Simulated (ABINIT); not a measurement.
# A GW chain in ABINIT: AlN (P6_3mc)

Aim: the G0W0 gap of AlN (P6_3mc) on LDA, step by step.

Method: LDA and many-body steps on it, plane waves, in ABINIT 10.8.3.

This is a report of a sequence of runs, with most program output left out.

The database entry behind the starting cell differs from later determinations by our own check (inner coordinate u about 0.002 short), so it need not match the best structure at ambient conditions.

### 1. The starting structure

It takes space group P6_3mc (No. 186, hexagonal). Conventional cell: a = 3.113 Å, b = 3.113 Å, c = 4.981 Å, α = 90.00°, β = 90.00°, γ = 120.00°. Al has 4 N at 1.89 Å nearest. N has 4 Al at 1.89 Å nearest. Farther neighbours and most contacts between anions are not listed.

The cell and positions come from the Crystallography Open Database and are kept as given unless a step says otherwise.

### 2. Ground state

This step: ABINIT 10.8.3; DFT, LDA, plane waves, norm-conserving pseudopotentials.

The ground-state density comes first.

The input, run.abi:

```
acell 3*1.0 Angstrom
rprim 
  3.113000000011 -0.000000000003 0.000000000000
  -1.556500000003 2.695937081992 0.000000000000
  0.000000000000 0.000000000000 4.981000000000
ntypat 2
znucl 13 7
natom 4
typat 1 1 2 2
xred 
  0.333333333333 0.666666666667 0.000000000000
  0.666666666667 0.333333333333 0.500000000000
  0.333333333333 0.666666666667 0.380000000000
  0.666666666667 0.333333333333 0.880000000000
pp_dirpath "pseudos"
pseudos "Al.upf, N.upf"
ecut 36
ngkpt 6 6 4
nshiftk 1
shiftk 0 0 0
kptopt 1
chksymbreak 0
nband 14
occopt 1
tolvrs 1e-10
nstep 60
prtwf 0
optforces 0
optstress 0
indata_prefix "in"
outdata_prefix "out"
tmpdata_prefix "tmp"
```

Command:

```console
$ OMP_NUM_THREADS=1 mpirun -n 4 abinit run.abi > log
```

Wall time 14 s (4 MPI ranks of Arm Neoverse N1, shared host); peak memory 0.29 GiB; 55 s of CPU time.

This step gave:

```yaml
total_energy: -698.9557 eV
gap: 4.255 eV
k_of_the_valence_top: 0, 0, 0
k_of_the_conduction_bottom: 0, 0, 0
least_direct_gap: 4.255 eV
```

The gap is direct, at Γ.

### 3. Bands along the symmetry lines

Levels along a band path, at the cheap level, show where the edges lie and whether the meshes to come will hold them.

The input, run.abi:

```
acell 3*1.0 Angstrom
rprim 
  3.113000000011 -0.000000000003 0.000000000000
  -1.556500000003 2.695937081992 0.000000000000
  0.000000000000 0.000000000000 4.981000000000
ntypat 2
znucl 13 7
natom 4
typat 1 1 2 2
xred 
  0.333333333333 0.666666666667 0.000000000000
  0.666666666667 0.333333333333 0.500000000000
  0.333333333333 0.666666666667 0.380000000000
  0.666666666667 0.333333333333 0.880000000000
pp_dirpath "pseudos"
pseudos "Al.upf, N.upf"
ecut 36
iscf -2
irdden 1
kptopt 0
nkpt 75
kpt 
  0.00000000 0.00000000 0.00000000
  0.06250000 0.00000000 0.00000000
  0.12500000 0.00000000 0.00000000
  0.18750000 0.00000000 0.00000000
  0.25000000 0.00000000 0.00000000
  0.31250000 0.00000000 0.00000000
  0.37500000 0.00000000 0.00000000
  0.43750000 0.00000000 0.00000000
  0.50000000 0.00000000 0.00000000
  0.47916667 0.04166667 0.00000000
  0.45833333 0.08333333 0.00000000
  0.43750000 0.12500000 0.00000000
  0.41666666 0.16666666 0.00000000
  0.39583333 0.20833333 0.00000000
  0.37500000 0.25000000 0.00000000
  0.35416666 0.29166666 0.00000000
  0.33333333 0.33333333 0.00000000
  0.29166666 0.29166666 0.00000000
  0.25000000 0.25000000 0.00000000
  0.20833333 0.20833333 0.00000000
  0.16666666 0.16666666 0.00000000
  0.12500000 0.12500000 0.00000000
  0.08333333 0.08333333 0.00000000
  0.04166667 0.04166667 0.00000000
  0.00000000 0.00000000 0.00000000
  0.00000000 0.00000000 0.06250000
  0.00000000 0.00000000 0.12500000
  0.00000000 0.00000000 0.18750000
  0.00000000 0.00000000 0.25000000
  0.00000000 0.00000000 0.31250000
  0.00000000 0.00000000 0.37500000
  0.00000000 0.00000000 0.43750000
  0.00000000 0.00000000 0.50000000
  0.06250000 0.00000000 0.50000000
  0.12500000 0.00000000 0.50000000
  0.18750000 0.00000000 0.50000000
  0.25000000 0.00000000 0.50000000
  0.31250000 0.00000000 0.50000000
  0.37500000 0.00000000 0.50000000
  0.43750000 0.00000000 0.50000000
  0.50000000 0.00000000 0.50000000
  0.47916667 0.04166667 0.50000000
  0.45833333 0.08333333 0.50000000
  0.43750000 0.12500000 0.50000000
  0.41666666 0.16666666 0.50000000
  0.39583333 0.20833333 0.50000000
  0.37500000 0.25000000 0.50000000
  0.35416666 0.29166666 0.50000000
  0.33333333 0.33333333 0.50000000
  0.29166666 0.29166666 0.50000000
  0.25000000 0.25000000 0.50000000
  0.20833333 0.20833333 0.50000000
  0.16666666 0.16666666 0.50000000
  0.12500000 0.12500000 0.50000000
  0.08333333 0.08333333 0.50000000
  0.04166667 0.04166667 0.50000000
  0.00000000 0.00000000 0.50000000
  0.50000000 0.00000000 0.50000000
  0.50000000 0.00000000 0.43750000
  0.50000000 0.00000000 0.37500000
  0.50000000 0.00000000 0.31250000
  0.50000000 0.00000000 0.25000000
  0.50000000 0.00000000 0.18750000
  0.50000000 0.00000000 0.12500000
  0.50000000 0.00000000 0.06250000
  0.50000000 0.00000000 0.00000000
  0.33333333 0.33333333 0.50000000
  0.33333333 0.33333333 0.43750000
  0.33333333 0.33333333 0.37500000
  0.33333333 0.33333333 0.31250000
  0.33333333 0.33333333 0.25000000
  0.33333333 0.33333333 0.18750000
  0.33333333 0.33333333 0.12500000
  0.33333333 0.33333333 0.06250000
  0.33333333 0.33333333 0.00000000
istwfk *1
nband 15
nbdbuf 2
tolwfr 1e-08
nstep 40
prtwf 0
prtvol 0
indata_prefix "in"
outdata_prefix "out"
tmpdata_prefix "tmp"
```

It took 20 s on 4 MPI ranks; peak memory 0.29 GiB.

Numbers from this step:

```yaml
gap: 4.255 eV
k_of_the_valence_top: 0, 0, 0
k_of_the_conduction_bottom: 0, 0, 0
least_direct_gap: 4.255 eV
```

The gap is 4.255 eV, as in the run before at this level.

Electronic bands along the path, in eV, zero at the top of the highest filled band; v1 is the highest filled band, c1 the lowest empty one:

| point | v4 | v3 | v2 | v1 | c1 | c2 | c3 | c4 |
| --- | --- | --- | --- | --- | --- | --- | --- | --- |
| Γ | -0.84 | -0.18 | -0.18 | 0.00 | 4.25 | 6.56 | 10.47 | 11.00 |
| halfway | -2.43 | -1.55 | -0.44 | -0.38 | 6.16 | 7.52 | 7.98 | 9.89 |
| M | -3.36 | -2.08 | -1.79 | -0.66 | 5.70 | 5.72 | 8.11 | 10.17 |
| halfway | -3.11 | -3.01 | -1.88 | -1.51 | 5.42 | 7.04 | 8.79 | 9.96 |
| K | -3.79 | -2.44 | -2.40 | -2.40 | 4.95 | 8.26 | 9.59 | 9.59 |
| halfway | -3.35 | -1.68 | -0.87 | -0.60 | 6.80 | 7.36 | 8.46 | 9.00 |
| Γ | -0.84 | -0.18 | -0.18 | 0.00 | 4.25 | 6.56 | 10.47 | 11.00 |
| halfway | -0.74 | -0.74 | -0.28 | -0.28 | 5.18 | 6.69 | 10.14 | 10.97 |
| A | -0.52 | -0.52 | -0.52 | -0.52 | 6.43 | 6.43 | 10.17 | 10.17 |
| halfway | -1.60 | -1.60 | -1.02 | -1.02 | 6.46 | 6.46 | 9.37 | 9.37 |
| L | -1.45 | -1.45 | -1.36 | -1.36 | 5.23 | 5.23 | 9.14 | 9.14 |
| halfway | -2.75 | -2.75 | -0.93 | -0.93 | 6.09 | 6.09 | 9.10 | 9.10 |
| H | -3.87 | -3.87 | -0.79 | -0.79 | 7.33 | 7.33 | 7.77 | 7.77 |
| halfway | -1.82 | -1.82 | -1.21 | -1.21 | 6.65 | 6.65 | 9.36 | 9.36 |
| A | -0.52 | -0.52 | -0.52 | -0.52 | 6.43 | 6.43 | 10.17 | 10.17 |
| jump to L | -1.45 | -1.45 | -1.36 | -1.36 | 5.23 | 5.23 | 9.14 | 9.14 |
| halfway | -2.57 | -1.91 | -1.20 | -0.92 | 5.00 | 5.80 | 9.23 | 9.35 |
| M | -3.36 | -2.08 | -1.79 | -0.66 | 5.70 | 5.72 | 8.11 | 10.17 |
| jump to H | -3.87 | -3.87 | -0.79 | -0.79 | 7.33 | 7.33 | 7.77 | 7.77 |
| halfway | -4.46 | -2.94 | -1.48 | -1.48 | 5.79 | 8.12 | 8.59 | 8.59 |
| K | -3.79 | -2.44 | -2.40 | -2.40 | 4.95 | 8.26 | 9.59 | 9.59 |

### 4. Empty states on the mesh, 3×3×2 mesh, 43 bands

The sums over transitions need many empty states on a uniform mesh; this step solves for them.

The input, run.abi:

```
acell 3*1.0 Angstrom
rprim 
  3.113000000011 -0.000000000003 0.000000000000
  -1.556500000003 2.695937081992 0.000000000000
  0.000000000000 0.000000000000 4.981000000000
ntypat 2
znucl 13 7
natom 4
typat 1 1 2 2
xred 
  0.333333333333 0.666666666667 0.000000000000
  0.666666666667 0.333333333333 0.500000000000
  0.333333333333 0.666666666667 0.380000000000
  0.666666666667 0.333333333333 0.880000000000
pp_dirpath "pseudos"
pseudos "Al.upf, N.upf"
ecut 36
ngkpt 3 3 2
nshiftk 1
shiftk 0 0 0
kptopt 1
chksymbreak 0
iscf -2
irdden 1
istwfk *1
nband 43
nbdbuf 4
tolwfr 1e-09
nstep 60
prtvol 0
indata_prefix "in"
outdata_prefix "out"
tmpdata_prefix "tmp"
```

The job ended after 9.8 s (4 MPI ranks; peak memory 0.25 GiB; 39 s of CPU time).

Numbers from this step:

```
gap                                                           : 4.255 eV
k of the valence top                                          : 0, 0, 0
k of the conduction bottom                                    : 0, 0, 0
least direct gap                                              : 4.255 eV
k points computed                                             : 6
lowest point of the top converged band, above the valence top : 38.43 eV
```

On this mesh the gap is 4.255 eV.

### 5. Screening, 3×3×2 mesh, 39 bands, screening to 108.8 eV

The RPA dielectric matrix is built and inverted for each q.

This step: RPA screening on LDA, plane waves, norm-conserving pseudopotentials.

run.abi: that of step 4 with these lines changed.

```diff
@@ -22,10 +22,11 @@
 chksymbreak 0
-iscf -2
-irdden 1
 istwfk *1
-nband 43
-nbdbuf 4
-tolwfr 1e-09
-nstep 60
-prtvol 0
+occopt 1
+irdwfk 1
+optdriver 3
+nband 39
+ecuteps 4
+inclvkb 2
+awtr 1
+symchi 1
 indata_prefix "in"
```

The job ended after 5.7 s (4 MPI ranks; peak memory 0.34 GiB).

This step gave:

* ε∞ with local fields, on this mesh, along the program's q direction: 4.998
* the same without local fields: 5.453
* plasma frequency: 22.97 eV
* plane waves in the screening matrix: 111

Local fields lower ε∞ by 8 %. On a Γ-centred mesh this coarse the value itself is usually too large, while a short band sum pulls it down.

### 6. Self-energy, 3×3×2 mesh, 39 bands, screening to 108.8 eV

The self-energy is evaluated for the states that the input lists, and the levels follow from it, in one-shot runs by the linearised quasiparticle equation.

This step: G0W0 on LDA, plane waves, norm-conserving pseudopotentials.

run.abi: that of step 5 with these lines changed.

```diff
@@ -25,8 +25,15 @@
 irdwfk 1
-optdriver 3
+optdriver 4
 nband 39
+gwcalctyp 0
+ecutsigx 36
+symsigma 1
+nkptgw 1
+kptgw 
+  0.0000000000 0.0000000000 0.0000000000
+bdgw 
+  6 10
 ecuteps 4
-inclvkb 2
-awtr 1
-symchi 1
+irdscr 1
+ppmodel 1
 indata_prefix "in"
```

It took 3.6 s on 4 MPI ranks; peak memory 0.34 GiB; 14 s of CPU time.

This step gave:

* G0W0 gap on the points computed: 5.569 eV
* starting gap on the mesh: 4.255 eV
* k of the valence top: 0, 0, 0
* k of the conduction bottom: 0, 0, 0
* Z at the valence top: 0.795
* Z at the conduction bottom: 0.82
* least direct G0W0 gap on the computed points: 5.569 eV

The gap on the mesh goes from 4.26 eV to 5.57 eV, a correction of +1.31 eV.

Limits: finite bands, cutoff and mesh; coarse k mesh. v1 is the top filled band, c1 the lowest empty one. Levels before and after the correction, in eV, zero at the valence-band top of each column:

|  | conduction bottom | valence top |
| --- | --- | --- |
| Kohn-Sham | 4.26 | 0.00 |
| G0W0 | 5.57 | 0.00 |

|  | level | energy (eV) |
| --- | --- | --- |
| Kohn-Sham | Γ v3-v2 | -0.178 |
| Kohn-Sham | Γ v1 | 0.000 |
| Kohn-Sham | Γ c1 | 4.255 |
| Kohn-Sham | Γ c2 | 6.563 |
| G0W0 | Γ v3-v2 | -0.256 |
| G0W0 | Γ v1 | 0.000 |
| G0W0 | Γ c1 | 5.569 |
| G0W0 | Γ c2 | 7.997 |

### 7. Where the time went

Times are wall times on 4 MPI ranks of Arm Neoverse N1, shared host, good to a factor of about two.

| step | time | share | memory (GiB) |
| --- | --- | --- | --- |
| ground state | 14 s | 26 % | 0.29 |
| bands along the symmetry lines | 20 s | 38 % | 0.29 |
| empty states on the mesh | 9.8 s | 18 % | 0.25 |
| screening | 5.7 s | 11 % | 0.34 |
| self-energy | 3.6 s | 7 % | 0.34 |

### 8. Results

```yaml
lda_gap: 4.26 eV, direct
g0w0_gap_on_the_mesh: 5.57 eV
gw_settings: 3×3×2 mesh, 39 bands, screening to 108.8 eV, Godby-Needs plasmon pole
known_limits: not at the basis limit; coarse k mesh
```

**Reading.** G0W0 moves the gap on the mesh from 4.26 eV to 5.57 eV (+1.31 eV), with Z of 0.80 and 0.82 at the edges. Local fields lower the RPA ε∞ on this mesh from 5.45 to 5.00; a Γ-centred mesh this coarse tends to raise both, most where the direct gap is narrow, while a short band sum lowers them. Only 1 of the mesh's irreducible points was corrected, so a valley elsewhere could overtake. Bands and cutoff are finite, so the gap is not at the basis limit. The miss can reach some tenths of an eV and take either sign; the mesh is an error of its own. In the G0W0 run levels were corrected at 1 k point alone, so a gap called «on the mesh» is the least over those, and an edge elsewhere would be missed. The 3×3×2 mesh is coarse for this cell, which bears on the long-range parts of exchange and screening.

[Paths, hosts, dates, memory and timing lines, banners, echoed tables and standing remarks are left out of the program output.]

[Logs are printed without paths, hosts, clocks, repeated set-up lines and the standing remarks that a program may print on its own settings, such as how far it seeks lower states.]

[Runs of the session that timed out or met a known fault of the program may be left out.]

[Hosts, paths, dates, database ids (printed as entryN), source tags and the programs' standing remarks are cut or masked in the printed files.]

[G0W0 gaps are taken among the corrected bands and points alone; a level outside them can change the order at an edge.]

[Where Ansatz stands beside ABINIT at settings called matched, ABINIT's density can come from a denser mesh and the files from another edition; pairs whose starting gaps differed by over 0.03 eV were left out, so agreement reads better than it is.]
